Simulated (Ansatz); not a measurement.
# Phonons of VInGa in the AlB2 type, part 3 of 3

Question: is the lattice of VInGa in the AlB2 type stable, and if so, what are its coupling constant and resistivity?

Ansatz 0.2.0; DFT PBE, scalar-relativistic, plane waves, PAW; PAW set soft_1.

So far, highest frequency, solved or plainly interpolated (cm⁻¹): step 5 (phonons: q 2×2×2, k 4×4×6) 241. Also lowest on path (cm⁻¹): step 5 -142. The relaxed cell has a = 4.665, c = 2.769 Å (conventional setting).

The structure was built from a prototype and need not be the compound's stable phase.

## (6) Phonons: q 3×3×3, k 6×6×9

An imaginary mode on so few k-points may come from the sampling, so the phonons are repeated with another q and k mesh.

File input.yaml:

```yaml
crystal:
  lattice:
    - [4.6654064975, 0.0, 0.0]
    - [-2.3327032488, 4.0403605458, 0.0]
    - [0.0, 0.0, 2.7690170841]
  atoms:
    - { symbol: V, position: [0.0, 0.0, 0.0] }
    - { symbol: Ga, position: [0.3333333333, 0.6666666667, 0.5] }
    - { symbol: In, position: [0.6666666667, 0.3333333333, 0.5] }
kpoints:
  mp_grid: { grid: [6, 6, 9] }
hamiltonian:
  xc: pbe
  pseudopotentials: { kind: paw, azcp: { folder: soft_1 } }
scf:
  occupations: { method: methfessel_paxton, width: 0.2 }
output:
  eigenvalues: true
phonons:
  method: dfpt
  qmesh: [3, 3, 3]
  temperatures: { t_max: 1000, t_step: 50 }
  qpath:
    path:
      - [[0.0, 0.0, 0.0], [0.5, 0.0, 0.0], [0.33333333, 0.33333333, 0.0], [0.0, 0.0, 0.0], [0.0, 0.0, 0.5], [0.5, 0.0, 0.5], [0.33333333, 0.33333333, 0.5], [0.0, 0.0, 0.5]]
      - [[0.5, 0.0, 0.5], [0.5, 0.0, 0.0]]
      - [[0.33333333, 0.33333333, 0.5], [0.33333333, 0.33333333, 0.0]]
    npoints: 10
```

Command:

```sh
$ ansatz run input.yaml --threads 4 --pin off --max-ram 12288MiB --backend cpu --events-out ev --progress --plain --runs-dir out
```

Numbers of over 12 decimals in the logs are rounded to 6 here.

Output:

```text
[...]
Crystal: 3 atoms, lattice volume = 52.196 Å³
Basis set: ecut = 420 eV, 1023 PW (Γ), exchange–correlation on 64×64×40 points (8 copies of the dense FFT grid, shifted against one another)
Bands: 24, of which v1, the nominal top of the filled ones, is band 20 counted from 1 (19 counted from 0)
Symmetry: 12 space group operations
k-points: 35 of 324 (time reversal used)
[...]
SCF iter   1: F=—  HF=-12293.453387 eV  |F-HF|=—  |Δ(HF+E_count)|=         —  Δρ=7.56e-2  dr2=6.57e0  ethr=3.10e-3  ⟨swp⟩=4.3  Hψ=3101  notcnv=0
[...]
SCF iter  11: F=-12292.478553 eV  HF=-12292.478553 eV  |F-HF|=1.82e-12  |Δ(HF+E_count)|=  3.64e-12  S|Δr|=    0.00e0  Δρ=1.25e-7  dr2=2.70e-12  ethr=1.00e-12  ⟨swp⟩=3.9  Hψ=3997  notcnv=0
SCF 1 converged in 11 iterations: F = -12292.478553 eV  dr2 = 2.70e-12
[...]
SCF converged after 11 iterations
[...]
Free energy (F): -12292.478553 eV
[...]
Internal energy: -12292.480370 eV  (E = F + TS)
E sigma→0 (E₀):  -12292.479008 eV
Entropy (-TS):   0.001817 eV (0.606 meV/atom)
Fermi energy:    13.457741 eV
[...]
--- Band table (eV; the first three rows and the last of 35) ---
  k-point 0: bands = [... 16 lower, 10.5378, 11.3298, 12.0805, 14.3222, 14.3222, 14.8872, 14.8872, 16.2480]
  k-point 1: bands = [... 16 lower, 10.7858, 11.5399, 12.3271, 13.7649, 13.7649, 15.5814, 15.5814, 16.2473]
  k-point 2: bands = [... 16 lower, 11.4820, 12.1755, 12.7753, 13.1114, 13.1114, 16.1757, 16.1757, 16.4669]
  k-point 34: bands = [... 16 lower, 11.2882, 11.3599, 11.7108, 13.9904, 14.3240, 14.4151, 14.5454, 15.0651]
[...]
ASR residual: 7.880e-5 → 0.000e0 eV/Å²; symmetrization residual: 2.824e-5 eV/Å²
  ASR residual per site (eV/Å²): 1.22e-5 7.88e-5 6.93e-5
  Γ frequencies (cm⁻¹): 0.00 0.00 0.00 30.29 109.52 109.52 129.59 193.25 193.25
--- Phonons (arbitrary-q DFPT): 6 irreducible q on the 3×3×3 mesh ---
[...]
interpolated dispersion: 93 rows × 9 modes
[...]
```

Wall time 2.5 min (4 threads of Intel Xeon Platinum 8488C (Sapphire Rapids), shared host); peak memory 1 GiB.

This step gave:

```
share of imaginary modes in the plain interpolation between solved wavevectors : 0.0731
highest frequency, solved or plainly interpolated                              : 232 cm⁻¹
```

Solved on the 3×3×3 mesh alone; all other wavevectors are interpolated. The phonon branches at the labelled points (cm⁻¹):

```
    point  branch 1  branch 2  branch 3  branch 4  branch 5  branch 6  branch 7  branch 8  branch 9
        Γ         0         0         0        30       110       110       130       193       193
  halfway       -54        33        47        69        89       126       136       186       198
        M       -69        36        59        86       105       141       152       179       203
  halfway       -46        37        58        83       133       141       150       177       200
        K       -43        38        59       112       138       140       160       170       196
  halfway       -36        34        47        50       110       127       137       183       199
        Γ         0         0         0        30       110       110       130       193       193
  halfway        54        54        97       119       138       138       168       188       188
        A        63        63       134       138       170       170       180       180       221
  halfway        43        77       139       143       147       171       180       187       226
        L        16        94       123       136       146       177       177       193       232
  halfway       -27       107       127       140       144       166       176       198       230
        H       -38       123       128       139       143       156       176       202       228
  halfway        32        85       135       143       148       171       176       191       227
        A        63        63       134       138       170       170       180       180       221
jump to L        16        94       123       136       146       177       177       193       232
  halfway       -38        93       103       109       133       150       177       190       198
        M       -69        36        59        86       105       141       152       179       203
jump to H       -38       123       128       139       143       156       176       202       228
  halfway       -40        98       118       124       139       157       170       179       199
        K       -43        38        59       112       138       140       160       170       196
```

The phonon branches as a text plot (rows in cm⁻¹):

```
    226 |                       ******************       *
    213 |                      *                  *       **
    201 | **************      *        ******     ***************
    188 |****        ***********  *****      **  *  *
    176 |    ********           *********************************
    163 |        *          *  * **     * **  **  **  *     *****
    150 |    **** **       * **    * *** *  **   *  ** *****  *
    138 | *************   * * *********************** ***********
    125 |* *        ** *** * ***     ********    **  *   ****
    113 |**    * *   ****** **          *         ***      ******
    100 | *  **   *   **   **         **   *     ********   * *
     88 |  **** *  *       *        **      *       *****    *
     75 |      *                   *         **       *       **
     63 |    *******      *  ******            **      **       *
     50 |  **       **    ***     *           *                *
     37 | ************** *         **        *         **       *
     25 |***          *****          *
     12 |*               *            *     *    *
      0 |               *
    -13 |*                             *          *
    -25 |              *                *  *       *
    -38 | *     *******                  **         *    ********
    -50 |  *                                         **
    -63 |   ****                                       **
         Γ    M  K      Γ       A     L  H     A|L     M|H      K
```

Lowest modes at the softest wavevector of the mesh. Modes at q = (0.333, -0.333, 0.000), with each element's share of the kinetic energy (negative means imaginary):

```
mode  frequency (cm⁻¹)  V %  Ga %  In %
   1             -64.0   46    13    41
   2              34.8    0    94     5
   3              53.7    5     5    90
   4              86.0   46    41    13
   5              88.8   13    30    57
   6             138.0   77    21     2
```

Displacements in mode 1 (-64.0 cm⁻¹), the largest set to 1, in the home cell (x, y, z of the real part, then of the imaginary part):
```
V1   0.58  1.00  0.00 -0.02 -0.03  0.00
Ga2 -0.17 -0.30  0.00 -0.19 -0.33  0.00
In3  0.36  0.62  0.00 -0.07 -0.12  0.00
```

Displacements in mode 4 (86.0 cm⁻¹), the largest set to 1, in the home cell (x, y, z of the real part, then of the imaginary part):
```
V1   0.56  0.97  0.00 -0.15 -0.25  0.00
Ga2  0.40  0.69  0.00  0.24  0.41  0.00
In3 -0.19 -0.34  0.00  0.07  0.13  0.00
```

The modes has structure finer than the step of the table below, so its rows give means over 10 cm⁻¹, whole bins alone (the curve runs from -79.1 to 248 cm⁻¹). Peaks (cm⁻¹: height): Ga 40.4: 0.0162, 52.7: 0.0144, 83.6: 0.0152, 95.9: 0.0153, 141.2: 0.0201, 178.3: 0.0396, 198.9: 0.0453; In -37.9: 0.0143, 63.0: 0.0165, 95.9: 0.0158, 178.3: 0.0292, 198.9: 0.0429, 225.7: 0.0146; V 141.2: 0.106.

Phonopy on the run's constants, 15x15x21 mesh, Gaussian sigma 2.3 cm⁻¹. Table of modes by wavenumber; means over each step; values in 1/cm⁻¹/cell:

```
wavenumber (cm⁻¹)       Ga       In        V
              -70   1.4e-4   4.5e-4   4.6e-4
              -60   7.6e-4  0.00212  0.00185
              -50  0.00183  0.00380  0.00215
              -40  0.00702   0.0110  0.00245
              -30  0.00602  0.00971  0.00163
              -20  0.00339  0.00560   8.4e-4
              -10  0.00150  0.00245   3.4e-4
                0   4.7e-4   7.6e-4   8.3e-5
               10  0.00167  0.00271   2.6e-4
               20  0.00265  0.00410   5.1e-4
               30  0.00618  0.00524   7.3e-4
               40   0.0134  0.00667  0.00113
               50   0.0103  0.00874  0.00193
               60  0.00835   0.0144  0.00268
               70   0.0110   0.0119  0.00406
               80   0.0113   0.0139  0.00657
               90   0.0104   0.0142  0.00912
              100   0.0115   0.0149   0.0108
              110   0.0133   0.0115   0.0135
              120   0.0151   0.0100   0.0213
              130   0.0171  0.00757   0.0334
              140   0.0193  0.00776   0.0827
              150  0.00939  0.00537   0.0346
              160  0.00936  0.00576   0.0165
              170   0.0175   0.0142   0.0199
              180   0.0322   0.0245   0.0114
              190   0.0266   0.0240  0.00508
              200   0.0307   0.0304  0.00656
              210   8.9e-4  0.00701  0.00244
              220   4.3e-4   0.0110  0.00273
              230   2.1e-4  0.00807  0.00214
              240   1.4e-6   9.2e-5   3.0e-5
```

No LO-TO term; unit eigenvectors of the mass-weighted matrix. The modes at Γ (shares of kinetic energy by element, %):

```
mode  frequency (cm⁻¹)  symmetry  V %  Ga %  In %
   1               0.0   unnamed   22    30    49
   2               0.0   unnamed   22    30    49
   3               0.0   unnamed   22    30    49
   4              30.3      A2''    1    67    33
   5             109.5        E'   75    19     6
   6             109.5        E'   75    19     6
   7             129.6      A2''   77     4    19
   8             193.2        E'    3    51    46
   9             193.2        E'    3    51    46
```

Displacements in mode 4 (30.3 cm⁻¹), the largest set to 1:
```
V1   0.00  0.00 -0.14
Ga2  0.00  0.00  1.00
In3  0.00  0.00 -0.54
```

Displacements in mode 7 (129.6 cm⁻¹), the largest set to 1:
```
V1   0.00  0.00  1.00
Ga2  0.00  0.00 -0.19
In3  0.00  0.00 -0.33
```

Among the solved wavevectors the lowest mode, translations apart, is -64 cm⁻¹, imaginary.

## (7) Lattice stability: Fermi–Dirac smearing of 0.3 eV

The phonons are repeated on the same meshes with a wide Fermi–Dirac smearing, to see whether the soft mode comes from sharp features of the Fermi surface.

input.yaml, as its differences from that of step 6:

```diff
@@ -15,3 +15,3 @@
 scf:
-  occupations: { method: methfessel_paxton, width: 0.2 }
+  occupations: { method: fermi_dirac, width: 0.3 }
 output:
```

Output:

```text
band count auto-derived: 26 (N_el = 39.0; filled up to band 20; 24 by the electrons, moments and atoms)
[...]
Crystal: 3 atoms, lattice volume = 52.196 Å³
Basis set: ecut = 420 eV, 1023 PW (Γ), exchange–correlation on 64×64×40 points (8 copies of the dense FFT grid, shifted against one another)
Bands: 26, of which v1, the nominal top of the filled ones, is band 20 counted from 1 (19 counted from 0)
Symmetry: 12 space group operations
k-points: 35 of 324 (time reversal used)
[...]
SCF iter   1: F=—  HF=-12293.898085 eV  |F-HF|=—  |Δ(HF+E_count)|=         —  Δρ=7.92e-2  dr2=7.10e0  ethr=3.10e-3  ⟨swp⟩=4.3  Hψ=3324  notcnv=0
[...]
SCF iter  11: F=-12292.896503 eV  HF=-12292.896503 eV  |F-HF|=3.64e-12  |Δ(HF+E_count)|=  7.28e-12  Δρ=1.03e-7  dr2=3.22e-12  ethr=1.00e-12  ⟨swp⟩=4.1  Hψ=4250  notcnv=0
SCF 1 converged in 11 iterations: F = -12292.896503 eV  dr2 = 3.22e-12
[...]
SCF converged after 11 iterations
Free energy (F): -12292.896503 eV
[...]
Internal energy: -12292.064994 eV  (E = F + TS)
E sigma→0 (E₀):  -12292.480749 eV
Entropy (-TS):   -0.831509 eV (-277.170 meV/atom)
Fermi energy:    13.569492 eV
[...]
--- Band table (eV; the first three rows and the last of 35) ---
  k-point 0: bands = [... 16 lower, 10.5590, 11.3362, 12.0917, 14.3248, 14.3248, 14.9419, 14.9419, 16.3153, ... 2 higher]
  k-point 1: bands = [... 16 lower, 10.8083, 11.5465, 12.3399, 13.7865, 13.7865, 15.6161, 15.6161, 16.3125, ... 2 higher]
  k-point 2: bands = [... 16 lower, 11.5090, 12.1826, 12.7915, 13.1371, 13.1371, 16.2336, 16.2336, 16.4766, ... 2 higher]
  k-point 34: bands = [... 16 lower, 11.3100, 11.3762, 11.7030, 14.0236, 14.3753, 14.4867, 14.6023, 15.0984, ... 2 higher]
[...]
ASR residual: 6.977e-4 → 0.000e0 eV/Å²; symmetrization residual: 3.597e-5 eV/Å²
  ASR residual per site (eV/Å²): 6.98e-4 1.18e-4 3.66e-5
  Γ frequencies (cm⁻¹): 0.00 0.00 0.00 21.53 117.28 117.28 122.71 192.90 192.90
--- Phonons (arbitrary-q DFPT): 6 irreducible q on the 3×3×3 mesh ---
[...]
interpolated dispersion: 93 rows × 9 modes
[...]
```

Run time: 2.5 min. Hardware: 4 threads; peak memory 1.1 GiB; 9.3 min of CPU time.

This step gave:

```
share of imaginary modes in the plain interpolation between solved wavevectors : 0.079
highest frequency, solved or plainly interpolated                              : 225.9 cm⁻¹
```

Solved on the 3×3×3 mesh alone; all other wavevectors are interpolated. The phonon branches at the labelled points (cm⁻¹):

```
    point  branch 1  branch 2  branch 3  branch 4  branch 5  branch 6  branch 7  branch 8  branch 9
        Γ         0         0         0        22       117       117       123       193       193
  halfway       -43        25        43        68       105       124       126       188       200
        M       -54        28        56       102       109       126       141       177       206
  halfway       -41        30        56        91       127       132       143       173       205
        K       -37        30        56       100       128       134       156       166       203
  halfway       -34        26        46        63       115       124       126       185       202
        Γ         0         0         0        22       117       117       123       193       193
  halfway        50        50        97       128       128       130       170       188       188
        A        55        55       139       146       146       162       182       182       221
  halfway        37        75       135       138       154       160       180       186       223
        L        -8        94       124       135       155       162       180       189       226
  halfway       -32       107       125       134       155       162       167       197       225
        H       -41       121       129       131       153       158       163       201       224
  halfway        25        83       131       140       155       160       175       190       224
        A        55        55       139       146       146       162       182       182       221
jump to L        -8        94       124       135       155       162       180       189       226
  halfway       -35        94       107       111       131       148       176       178       198
        M       -54        28        56       102       109       126       141       177       206
jump to H       -41       121       129       131       153       158       163       201       224
  halfway       -39        99       111       121       145       153       161       174       201
        K       -37        30        56       100       128       134       156       166       203
```

The phonon branches as a text plot (rows in cm⁻¹):

```
    220 |                       ******************       **
    208 |    ********          *                  *   ***  *   **
    197 |****        ******   *        ******     ****   ******
    185 |  ***      ***    ************      *****
    173 |     *** **        *          *    **    *******   *
    162 |        *             ********************  *   ********
    150 |       ***        *  * ****  *****  ******** *  *****
    138 |    *******         ************  ******* * ****    ****
    127 |******************** **    *********    ** *  *****   **
    115 |**    *     ******* *          ***       ****   *****
    103 |  ****  *                     *   *        *****   *****
     92 |      ** **        *        **     *    ****
     80 |   *              *       **        *       *       * *
     68 |           **            *           *       **      * *
     57 |  * ********     *  *****             **       *      *
     45 | * *        **   ***     *           *
     33 | ** ******** ** *         **        *         **       *
     22 |****        ******
     10 |*               *           *
     -2 |               *
    -13 |*                            *     *    *
    -25 | *           **               *   *      **
    -37 |  *    ******                  ***         **   ********
    -48 |   ****                                      ***
         Γ    M  K      Γ       A     L  H     A|L     M|H      K
```

Lowest modes at the softest wavevector of the mesh. The modes at q = (-0.333, 0.000, 0.000) (shares of kinetic energy by element, %) (negative means imaginary):

```
mode  frequency (cm⁻¹)  V %  Ga %  In %
   1             -49.9   28    23    49
   2              26.8    0    94     6
   3              50.3    6     5    89
   4              88.5   18    26    56
   5             102.8   64    30     6
   6             124.7   94     1     6
```

Displacements in mode 1 (-49.9 cm⁻¹), the largest set to 1, in the home cell (x, y, z of the real part, then of the imaginary part):
```
V1  -0.47  0.82  0.00  0.33 -0.57  0.00
Ga2  0.41 -0.72  0.00  0.16 -0.28  0.00
In3  0.47 -0.82  0.00  0.19 -0.33  0.00
```

Displacements in mode 5 (102.8 cm⁻¹), the largest set to 1, in the home cell (x, y, z of the real part, then of the imaginary part):
```
V1  -0.57  0.98  0.00  0.11 -0.19  0.00
Ga2 -0.26  0.45  0.00 -0.21  0.37  0.00
In3 -0.06  0.11  0.00 -0.10  0.17  0.00
```

Among the solved wavevectors the lowest mode, translations apart, is -49.9 cm⁻¹, imaginary.

For the highest frequency, solved or plainly interpolated, step 6 gave 232 cm⁻¹; this run, with occupations Fermi-Dirac and smearing width 0.3 eV, gives 226 cm⁻¹ (-3 %).

## (8) What came out

```
phonon run of the rows without a label of their own : PBE, q 3×3×3, k 6×6×9
softest mode on the q mesh                          : -64 cm⁻¹ at q = (0.333, -0.333, 0)
highest frequency, solved or plainly interpolated   : 232 cm⁻¹
```

The lattice is dynamically unstable at this level: a mode at q = (0.333, -0.333, 0) is imaginary, 64i cm⁻¹, so no harmonic coupling constant or resistivity is defined for this structure. These meshes are coarse, and single modes of a metal can move by tens of cm⁻¹ with the k mesh. The coarser mesh found an imaginary mode at another wavevector, which this mesh lacks. The phonon runs are not spin-polarised. The structure was built by hand as an ordered model, and its stability against other phases was not tested.

[Logs are printed without paths, hosts, clocks, repeated set-up lines and the standing remarks that a program may print on its own settings, such as how far it seeks lower states.]

[Hosts, paths, dates, database ids (printed as entryN), source tags and the programs' standing remarks are cut or masked in the printed files.]
